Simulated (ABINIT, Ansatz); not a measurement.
# Quasiparticle gap of NaAsF6 (Fm-3m) in ABINIT, part 2 of 3

How does a plane-wave GW calculation on NaAsF6 (Fm-3m) run from the first input to the gap?

ABINIT 10.8.3; LDA and many-body steps on it, plane waves. Known limits of the many-body steps: not at the basis limit; no spin-orbit coupling; coarse k mesh.

So far. Step 2 (Ground state): The gap is direct, at Γ.

**3. Bands along the symmetry lines**

Level of this step: DFT, LDA, plane waves, norm-conserving pseudopotentials (ABINIT).

The cheap functional maps the bands first; the places of the edges decide which points the dearer methods must see.

run.abi reads:

```
acell 3*1.0 Angstrom
rprim 
  -0.000000000000 3.983049320000 3.983049320000
  3.983049320000 -0.000000000000 3.983049320000
  3.983049320000 3.983049320000 0.000000000000
ntypat 3
znucl 11 33 9
natom 8
typat 1 2 3 3 3 3 3 3
xred 
  0.500000000000 0.500000000000 0.500000000000
  0.000000000000 0.000000000000 0.000000000000
  0.781629880000 0.781629880000 0.218370120000
  0.218370120000 0.781629880000 0.218370120000
  0.781629880000 0.218370120000 0.218370120000
  0.218370120000 0.218370120000 0.781629880000
  0.781629880000 0.218370120000 0.781629880000
  0.218370120000 0.781629880000 0.781629880000
pp_dirpath "pseudos"
pseudos "Na.upf, As.upf, F.upf"
ecut 44
iscf -2
irdden 1
kptopt 0
nkpt 26
kpt 
  0.00000000 0.00000000 0.00000000
  0.12500000 0.00000000 0.12500000
  0.25000000 0.00000000 0.25000000
  0.37500000 0.00000000 0.37500000
  0.50000000 0.00000000 0.50000000
  0.53125000 0.06250000 0.53125000
  0.56250000 0.12500000 0.56250000
  0.59375000 0.18750000 0.59375000
  0.62500000 0.25000000 0.62500000
  0.37500000 0.37500000 0.75000000
  0.28125000 0.28125000 0.56250000
  0.18750000 0.18750000 0.37500000
  0.09375000 0.09375000 0.18750000
  0.00000000 0.00000000 0.00000000
  0.12500000 0.12500000 0.12500000
  0.25000000 0.25000000 0.25000000
  0.37500000 0.37500000 0.37500000
  0.50000000 0.50000000 0.50000000
  0.50000000 0.43750000 0.56250000
  0.50000000 0.37500000 0.62500000
  0.50000000 0.31250000 0.68750000
  0.50000000 0.25000000 0.75000000
  0.50000000 0.18750000 0.68750000
  0.50000000 0.12500000 0.62500000
  0.50000000 0.06250000 0.56250000
  0.50000000 0.00000000 0.50000000
istwfk *1
nband 44
nbdbuf 2
tolwfr 1e-08
nstep 40
prtwf 0
prtvol 0
indata_prefix "in"
outdata_prefix "out"
tmpdata_prefix "tmp"
```

Command:

```console
OMP_NUM_THREADS=1 mpirun -n 4 abinit run.abi > log
```

Numbers of over 12 decimals in the logs are rounded to 6 here.

What it wrote:

```text
.Version 10.8.3 of ABINIT. v10.8.2 released Aug 2026.

 Symmetries : space group Fm -3 m (#225); Bravais cF (face-center cubic)
[... echo of the input left out ...]
== DATASET  1 ==================================================================
-   mpi_nproc: 4, omp_nthreads: 1 (-1 if OMP is not activated)

--- !DatasetInfo
iteration_state: {dtset: 1, }
dimensions: {natom: 8, nkpt: 26, mband: 44, nsppol: 1, nspinor: 1, nspden: 1, mpw: 11935, }
cutoff_energies: {ecut:  44.0, pawecutdg:  -1.0, }
electrons: {nelect:   7.40000000E+01, charge:   0.00000000E+00, occopt:   1.00000000E+00, tsmear:   1.00000000E-02, }

 Real(R)+Recip(G) space primitive vectors, cartesian coordinates (Bohr,Bohr^-1):
 R(1)=  0.0000000  7.5268724  7.5268724  G(1)= -0.0664287  0.0664287  0.0664287
 R(2)=  7.5268724  0.0000000  7.5268724  G(2)=  0.0664287 -0.0664287  0.0664287
 R(3)=  7.5268724  7.5268724  0.0000000  G(3)=  0.0664287  0.0664287 -0.0664287
 Unit cell volume ucvol=  8.5285196E+02 bohr^3
 Angles (23,13,12)=  6.00000000E+01  6.00000000E+01  6.00000000E+01 degrees

 getcut: wavevector=  0.0000  0.0000  0.0000  ngfft=  64  64  64
         ecut(hartree)=     44.000   => boxcut(ratio)=   2.01353

--- Pseudopotential description ------------------------------------------------
- Na Generated using ONCVPSP code by D. R. Hamann
- 11.00000   9.00000  180309                  znucl, zion, pspdat
12 -1012 1 -1 1968                            pspcod,pspxc,lmax,lloc,mmax
     nproj     2     2     0
  pspatm : epsatm=    9.37365322
         --- l  ekb(1:nproj) -->
             0    2.664741   -0.674314
             1   -6.796556   -2.419774
 pspatm: atomic psp has been read  and splines computed

- As Generated using ONCVPSP code by D. R. Hamann
- 33.00000  23.00000  180309                  znucl, zion, pspdat
12 -1012 2 -1 1326                            pspcod,pspxc,lmax,lloc,mmax
     nproj     2     2     2
  pspatm : epsatm=   24.70505022
         --- l  ekb(1:nproj) -->
             0    4.065557   -2.237212
[...]
pspatm: atomic psp has been read  and splines computed

- F Generated using ONCVPSP code by D. R. Hamann
-  9.00000   7.00000  201202                  znucl, zion, pspdat
12 -1012 2 -1 824                             pspcod,pspxc,lmax,lloc,mmax
     nproj     2     2     1
  pspatm : epsatm=    4.94580260
         --- l  ekb(1:nproj) -->
[...]
2   -2.364936
 pspatm: atomic psp has been read  and splines computed

--------------------------------------------------------------------------------

================================================================================
 prteigrs : about to open file out_EIG
 Non-SCF case, kpt    1 (  0.00000  0.00000  0.00000), residuals and eigenvalues=
  3.92E-09  2.38E-09  1.93E-09  6.05E-09  5.09E-09  1.01E-09  1.62E-09  1.20E-09
[...]
3.1088E-01  3.3829E-01
 Non-SCF case, kpt   26 (  0.50000  0.00000  0.50000), residuals and eigenvalues=
[...]
-1.7739E-01 -1.6798E-01 -1.6552E-01 -1.6552E-01 -1.4705E-01 -1.4705E-01
 -1.3537E-01  9.6224E-02  2.5053E-01  2.8948E-01  2.9319E-01  2.9319E-01
  3.0605E-01  3.3881E-01

--- !ResultsGS
iteration_state: {dtset: 1, }
comment   : Summary of ground state results
lattice_vectors:
- [ -0.0000000,   7.5268724,   7.5268724, ]
- [  7.5268724,  -0.0000000,   7.5268724, ]
- [  7.5268724,   7.5268724,   0.0000000, ]
lattice_lengths: [  10.64460,   10.64460,   10.64460, ]
lattice_angles: [ 60.000,  60.000,  60.000, ] # degrees, (23, 13, 12)
lattice_volume:   8.5285196E+02
convergence: {deltae:  0.000E+00, res2:  0.000E+00, residm:  9.963E-09, diffor:  0.000E+00, }
etotal    :  -5.01570620E+02
entropy   :   0.00000000E+00
fermie    :  -1.35215614E-01
cartesian_stress_tensor: null
pressure_GPa: null
xred      :
- [  5.0000E-01,   5.0000E-01,   5.0000E-01, Na]
- [  0.0000E+00,   0.0000E+00,   0.0000E+00, As]
- [  7.8163E-01,   7.8163E-01,   2.1837E-01,  F]
- [  2.1837E-01,   7.8163E-01,   2.1837E-01,  F]
- [  7.8163E-01,   2.1837E-01,   2.1837E-01,  F]
- [  2.1837E-01,   2.1837E-01,   7.8163E-01,  F]
- [  7.8163E-01,   2.1837E-01,   7.8163E-01,  F]
- [  2.1837E-01,   7.8163E-01,   7.8163E-01,  F]
cartesian_forces: null
force_length_stats: {min: null, max: null, mean: null, }

 Integrated electronic density in atomic spheres:
 ------------------------------------------------
 Atom  Sphere_radius  Integrated_density
[...]
================================================================================

 ----iterations are completed or convergence reached----

 Mean square residual over all n,k,spin=   47.558E-10; max=  99.627E-10
 reduced coordinates (array xred) for    8 atoms
[...]
0.781629880000      0.218370120000      0.781629880000
       0.218370120000      0.781629880000      0.781629880000

 cartesian coordinates (angstrom) at end:
[...]
length scales=  1.889726125908  1.889726125908  1.889726125908 bohr
              =  1.000000000000  1.000000000000  1.000000000000 angstroms
 prteigrs : about to open file out_EIG
 Eigenvalues (hartree) for nkpt=  26  k points:
 kpt#   1, nband= 44, wtk=  1.00000, kpt=  0.0000  0.0000  0.0000 (reduced coord)
[...]
kpt#   2, nband= 44, wtk=  1.00000, kpt=  0.1250  0.0000  0.1250 (reduced coord)
[...]
kpt#   3, nband= 44, wtk=  1.00000, kpt=  0.2500  0.0000  0.2500 (reduced coord)
[...]
kpt#  25, nband= 44, wtk=  1.00000, kpt=  0.5000  0.0625  0.5625 (reduced coord)
[...]
0.28804    0.30361    0.31088    0.33829
 kpt#  26, nband= 44, wtk=  1.00000, kpt=  0.5000  0.0000  0.5000 (reduced coord)
[...]
-0.22626   -0.20930   -0.20930   -0.20839   -0.18655   -0.17739   -0.17739   -0.16798
  -0.16552   -0.16552   -0.14705   -0.14705   -0.13537    0.09622    0.25053    0.28948
   0.29319    0.29319    0.30605    0.33881

== END DATASET(S) ==============================================================
================================================================================

 -outvars: echo values of variables after computation  --------
            nband          44
             nkpt          26
          spgroup         225
 [... the other variables as echoed above ...]

 Calculation completed.
```

Elapsed: 87 s, on 4 MPI ranks of Arm Neoverse V1, shared host; peak memory 0.57 GiB; 5.8 min of CPU time.

This step gave:

```yaml
gap: 5.289 eV
k_of_the_valence_top: 0, 0, 0
k_of_the_conduction_bottom: 0, 0, 0
least_direct_gap: 5.289 eV
```

The gap is 5.289 eV, as in the run before at this level.

The electronic bands at the labelled points (eV, zero at the top of the highest filled band):

```
    point  band 34  band 35  band 36  band 37  band 38  band 39  band 40  band 41
        Γ    -0.79     0.00     0.00     0.00     5.29     9.28    11.56    11.56
  halfway    -0.82    -0.15    -0.15     0.00     5.83     9.59    11.62    11.62
        X    -0.82    -0.32    -0.32     0.00     6.30    10.50    11.56    11.66
  halfway    -0.81    -0.31    -0.30    -0.02     6.31    10.54    11.09    11.73
        U    -0.79    -0.29    -0.25    -0.07     6.33    10.57    10.68    11.70
jump to K    -0.79    -0.29    -0.25    -0.07     6.33    10.57    10.68    11.70
  halfway    -0.75    -0.12    -0.12    -0.07     5.88     9.58    11.39    11.42
        Γ    -0.79     0.00     0.00     0.00     5.29     9.28    11.56    11.56
  halfway    -0.74    -0.08    -0.08    -0.05     5.72     9.47    11.18    11.88
        L    -0.69    -0.17    -0.17    -0.11     6.19     9.69    10.69    12.19
  halfway    -0.76    -0.24    -0.16    -0.13     6.27    10.02    10.78    11.82
        W    -0.89    -0.32    -0.15    -0.15     6.35    10.86    10.87    10.87
  halfway    -0.85    -0.32    -0.27    -0.04     6.32    10.59    11.07    11.29
        X    -0.82    -0.32    -0.32     0.00     6.30    10.50    11.56    11.66
```

**4. Empty states on the mesh, 2×2×2 mesh, 106 bands**

The sums over transitions need many empty states on a uniform mesh; this step solves for them.

run.abi reads:

```
acell 3*1.0 Angstrom
rprim 
  -0.000000000000 3.983049320000 3.983049320000
  3.983049320000 -0.000000000000 3.983049320000
  3.983049320000 3.983049320000 0.000000000000
ntypat 3
znucl 11 33 9
natom 8
typat 1 2 3 3 3 3 3 3
xred 
  0.500000000000 0.500000000000 0.500000000000
  0.000000000000 0.000000000000 0.000000000000
  0.781629880000 0.781629880000 0.218370120000
  0.218370120000 0.781629880000 0.218370120000
  0.781629880000 0.218370120000 0.218370120000
  0.218370120000 0.218370120000 0.781629880000
  0.781629880000 0.218370120000 0.781629880000
  0.218370120000 0.781629880000 0.781629880000
pp_dirpath "pseudos"
pseudos "Na.upf, As.upf, F.upf"
ecut 44
ngkpt 2 2 2
nshiftk 1
shiftk 0 0 0
kptopt 1
chksymbreak 0
iscf -2
irdden 1
istwfk *1
nband 106
nbdbuf 8
tolwfr 1e-09
nstep 60
prtvol 0
indata_prefix "in"
outdata_prefix "out"
tmpdata_prefix "tmp"
```

What it wrote:

```text
.Version 10.8.3 of ABINIT. v10.8.2 released Aug 2026.

 Symmetries : space group Fm -3 m (#225); Bravais cF (face-center cubic)
[... echo of the input left out ...]
== DATASET  1 ==================================================================
-   mpi_nproc: 4, omp_nthreads: 1 (-1 if OMP is not activated)
-    --> not optimal distribution: autoparal keyword recommended in input file <--

--- !DatasetInfo
iteration_state: {dtset: 1, }
dimensions: {natom: 8, nkpt: 3, mband: 106, nsppol: 1, nspinor: 1, nspden: 1, mpw: 11935, }
cutoff_energies: {ecut:  44.0, pawecutdg:  -1.0, }
electrons: {nelect:   7.40000000E+01, charge:   0.00000000E+00, occopt:   1.00000000E+00, tsmear:   1.00000000E-02, }

 Real(R)+Recip(G) space primitive vectors, cartesian coordinates (Bohr,Bohr^-1):
 R(1)=  0.0000000  7.5268724  7.5268724  G(1)= -0.0664287  0.0664287  0.0664287
 R(2)=  7.5268724  0.0000000  7.5268724  G(2)=  0.0664287 -0.0664287  0.0664287
 R(3)=  7.5268724  7.5268724  0.0000000  G(3)=  0.0664287  0.0664287 -0.0664287
 Unit cell volume ucvol=  8.5285196E+02 bohr^3
 Angles (23,13,12)=  6.00000000E+01  6.00000000E+01  6.00000000E+01 degrees

 getcut: wavevector=  0.0000  0.0000  0.0000  ngfft=  64  64  64
         ecut(hartree)=     44.000   => boxcut(ratio)=   2.01353

--- Pseudopotential description ------------------------------------------------
- Na Generated using ONCVPSP code by D. R. Hamann
- 11.00000   9.00000  180309                  znucl, zion, pspdat
12 -1012 1 -1 1968                            pspcod,pspxc,lmax,lloc,mmax
     nproj     2     2     0
  pspatm : epsatm=    9.37365322
         --- l  ekb(1:nproj) -->
             0    2.664741   -0.674314
             1   -6.796556   -2.419774
 pspatm: atomic psp has been read  and splines computed

- As Generated using ONCVPSP code by D. R. Hamann
- 33.00000  23.00000  180309                  znucl, zion, pspdat
12 -1012 2 -1 1326                            pspcod,pspxc,lmax,lloc,mmax
     nproj     2     2     2
  pspatm : epsatm=   24.70505022
         --- l  ekb(1:nproj) -->
             0    4.065557   -2.237212
[...]
pspatm: atomic psp has been read  and splines computed

- F Generated using ONCVPSP code by D. R. Hamann
-  9.00000   7.00000  201202                  znucl, zion, pspdat
12 -1012 2 -1 824                             pspcod,pspxc,lmax,lloc,mmax
     nproj     2     2     1
  pspatm : epsatm=    4.94580260
         --- l  ekb(1:nproj) -->
[...]
2   -2.364936
 pspatm: atomic psp has been read  and splines computed

--------------------------------------------------------------------------------

================================================================================
 prteigrs : about to open file out_EIG
 Non-SCF case, kpt    1 (  0.00000  0.00000  0.00000), residuals and eigenvalues=
[...]
5.47E-10  5.76E-10  9.07E-10  1.24E-10  2.22E-10  4.81E-10  9.55E-10  1.84E-10
[...]
1.31E-03  2.44E-03
 -6.8929E+00 -4.8286E+00 -4.8286E+00 -4.8286E+00 -1.8230E+00 -1.4332E+00
 -1.4332E+00 -1.4274E+00 -1.4274E+00 -1.4274E+00 -9.4739E-01 -8.8658E-01
 -8.8658E-01 -8.8658E-01 -8.5236E-01 -8.5236E-01 -8.1140E-01 -8.1140E-01
[...]
1.1371E+00  1.1371E+00  1.1573E+00  1.1573E+00  1.1573E+00  1.2185E+00
  1.2185E+00  1.3120E+00  1.3120E+00  1.3120E+00  1.3803E+00  1.4591E+00
  1.4593E+00  1.4596E+00  1.4651E+00  1.4709E+00
 prteigrs : prtvol=0 or 1, do not print more k-points.

--- !ResultsGS
iteration_state: {dtset: 1, }
comment   : Summary of ground state results
lattice_vectors:
- [ -0.0000000,   7.5268724,   7.5268724, ]
- [  7.5268724,  -0.0000000,   7.5268724, ]
- [  7.5268724,   7.5268724,   0.0000000, ]
lattice_lengths: [  10.64460,   10.64460,   10.64460, ]
lattice_angles: [ 60.000,  60.000,  60.000, ] # degrees, (23, 13, 12)
lattice_volume:   8.5285196E+02
convergence: {deltae:  0.000E+00, res2:  0.000E+00, residm:  9.930E-10, diffor:  0.000E+00, }
etotal    :  -5.01570620E+02
entropy   :   0.00000000E+00
fermie    :  -1.35215614E-01
cartesian_stress_tensor: null
pressure_GPa: null
xred      :
- [  5.0000E-01,   5.0000E-01,   5.0000E-01, Na]
- [  0.0000E+00,   0.0000E+00,   0.0000E+00, As]
- [  7.8163E-01,   7.8163E-01,   2.1837E-01,  F]
- [  2.1837E-01,   7.8163E-01,   2.1837E-01,  F]
- [  7.8163E-01,   2.1837E-01,   2.1837E-01,  F]
- [  2.1837E-01,   2.1837E-01,   7.8163E-01,  F]
- [  7.8163E-01,   2.1837E-01,   7.8163E-01,  F]
- [  2.1837E-01,   7.8163E-01,   7.8163E-01,  F]
cartesian_forces: null
force_length_stats: {min: null, max: null, mean: null, }

 Integrated electronic density in atomic spheres:
 ------------------------------------------------
 Atom  Sphere_radius  Integrated_density
[...]
================================================================================

 ----iterations are completed or convergence reached----

 Mean square residual over all n,k,spin=   42.811E-11; max=  99.296E-11
 reduced coordinates (array xred) for    8 atoms
[...]
0.781629880000      0.218370120000      0.781629880000
       0.218370120000      0.781629880000      0.781629880000

 cartesian coordinates (angstrom) at end:
    1      3.983049     3.983049     3.983049
    2      0.000000     0.000000     0.000000
[...]
7      3.983049     6.226541     3.983049
    8      6.226541     3.983049     3.983049
 length scales=  1.889726125908  1.889726125908  1.889726125908 bohr
              =  1.000000000000  1.000000000000  1.000000000000 angstroms
 prteigrs : about to open file out_EIG
 Eigenvalues (hartree) for nkpt=   3  k points:
 kpt#   1, nband=106, wtk=  0.12500, kpt=  0.0000  0.0000  0.0000 (reduced coord)
[...]
1.11544    1.13709    1.13709    1.13709    1.15733    1.15733    1.15733    1.21855
   1.21855    1.31204    1.31204    1.31204    1.38027    1.45907    1.45930    1.45960
   1.46507    1.47086
 prteigrs : prtvol=0 or 1, do not print more k-points.

== END DATASET(S) ==============================================================
================================================================================

 -outvars: echo values of variables after computation  --------
            nband         106
             nkpt           3
          spgroup         225
 [... the other variables as echoed above ...]

 Calculation completed.
```

Elapsed: 38 s, on 4 MPI ranks; peak memory 0.44 GiB; 2.6 min of CPU time.

This step gave:

- gap: 5.289 eV
- k of the valence top: 0, 0, 0
- k of the conduction bottom: 0, 0, 0
- least direct gap: 5.289 eV
- k points computed: 3
- lowest point of the top converged band, above the valence top: 37.74 eV

On this mesh the gap is 5.289 eV.

**5. Screening, 2×2×2 mesh, 98 bands, screening to 98 eV**

The RPA dielectric matrix is built and inverted for each q.

This step: RPA screening on LDA, plane waves, norm-conserving pseudopotentials.

Edit run.abi of step 4 so:

```diff
@@ -26,10 +26,11 @@
 chksymbreak 0
-iscf -2
-irdden 1
 istwfk *1
-nband 106
-nbdbuf 8
-tolwfr 1e-09
-nstep 60
-prtvol 0
+occopt 1
+irdwfk 1
+optdriver 3
+nband 98
+ecuteps 3.6
+inclvkb 2
+awtr 1
+symchi 1
 indata_prefix "in"
```

What it wrote:

```text
.Version 10.8.3 of ABINIT. v10.8.2 released Aug 2026.

 Symmetries : space group Fm -3 m (#225); Bravais cF (face-center cubic)
[... echo of the input left out ...]
== DATASET  1 ==================================================================
-   mpi_nproc: 4, omp_nthreads: 1 (-1 if OMP is not activated)

--- !DatasetInfo
iteration_state: {dtset: 1, }
dimensions: {natom: 8, nkpt: 3, mband: 98, nsppol: 1, nspinor: 1, nspden: 1, mpw: 11935, }
cutoff_energies: {ecut:  44.0, pawecutdg:  -1.0, }
electrons: {nelect:   7.40000000E+01, charge:   0.00000000E+00, occopt:   1.00000000E+00, tsmear:   1.00000000E-02, }

 SCREENING: Calculation of the susceptibility and dielectric matrices

 Based on a program developped by R.W. Godby, V. Olevano, G. Onida, and L. Reining.
 Incorporated in ABINIT by V. Olevano, G.-M. Rignanese, and M. Torrent.
.Using double precision arithmetic ; gwpc =  8

[... cell and pseudopotentials left out ...]
--------------------------------------------------------------------------------

 ==== K-mesh for the wavefunctions ====
 Number of points in the irreducible wedge :     3
[... list of points left out ...]
 Together with 48 symmetry operations and time-reversal symmetry
 yields     8 points in the full Brillouin Zone.

 ==== Q-mesh for the screening function ====
 Number of points in the irreducible wedge :     3
[... list of points left out ...]
 Together with 48 symmetry operations and time-reversal symmetry
 yields     8 points in the full Brillouin Zone.

 setmesh: FFT mesh size selected  =    45x   45x   45
          total number of points  =        91125

 vcoul_init : cutoff-mode = AUXILIARY_FUNCTION
 q-points for optical limit:   1
     1)      0.000010    0.000020    0.000030

- screening: taking advantage of time-reversal symmetry
- Maximum band index for partially occupied states nbvw = 37
- Remaining bands to be divided among processors   nbcw = 61
- Number of bands treated by each node ~15

 Number of electrons calculated from density =   74.0000; Expected =   74.0000
 average of density, n =  0.086768
 r_s =    1.4013
 omega_plasma =   28.4141 [eV]

 calculating chi0 at frequencies [eV] :
  1    0.000000E+00    0.000000E+00
  2    0.000000E+00    2.841415E+01

--------------------------------------------------------------------------------
  q-point number  1        q = ( 0.000000, 0.000000, 0.000000) [r.l.u.]
--------------------------------------------------------------------------------
[... chi0 elements left out ...]
 For q-point:  0.000010 0.000020 0.000030
  dielectric constant =   1.7182
  dielectric constant without local fields =   1.8889

  Average fulfillment of the sum rule on Im[epsilon] for q-point    1 :     23.06  [%]
[... wings left out ...]
  q-point number  2        q = ( 0.500000, 0.000000, 0.000000) [r.l.u.]
--------------------------------------------------------------------------------
[... chi0 elements left out ...]
  Average fulfillment of the sum rule on Im[epsilon] for q-point    2 :     27.43  [%]

 [... 1 further q-points ...]
```

The job ended after 32 s (4 MPI ranks; peak memory 1.9 GiB).

This step gave:

```
ε∞ with local fields, on this mesh, along the program's q direction : 1.718
the same without local fields                                       : 1.889
plasma frequency                                                    : 28.41 eV
plane waves in the screening matrix                                 : 283
```

Local fields lower ε∞ by 9 %. On a Γ-centred mesh this coarse the value itself is usually too large, while a short band sum pulls it down.

[end of part 2 of 3]

[Paths, hosts, dates, memory and timing lines, banners, echoed tables and standing remarks are left out of the program output.]

[Logs are printed without paths, hosts, clocks, repeated set-up lines and the standing remarks that a program may print on its own settings, such as how far it seeks lower states.]

[Runs of the session that timed out or met a known fault of the program may be left out.]

[Hosts, paths, dates, database ids (printed as entryN), source tags and the programs' standing remarks are cut or masked in the printed files.]

[G0W0 gaps are taken among the corrected bands and points alone; a level outside them can change the order at an edge.]

[Where Ansatz stands beside ABINIT at settings called matched, ABINIT's density can come from a denser mesh and the files from another edition; pairs whose starting gaps differed by over 0.03 eV were left out, so agreement reads better than it is.]
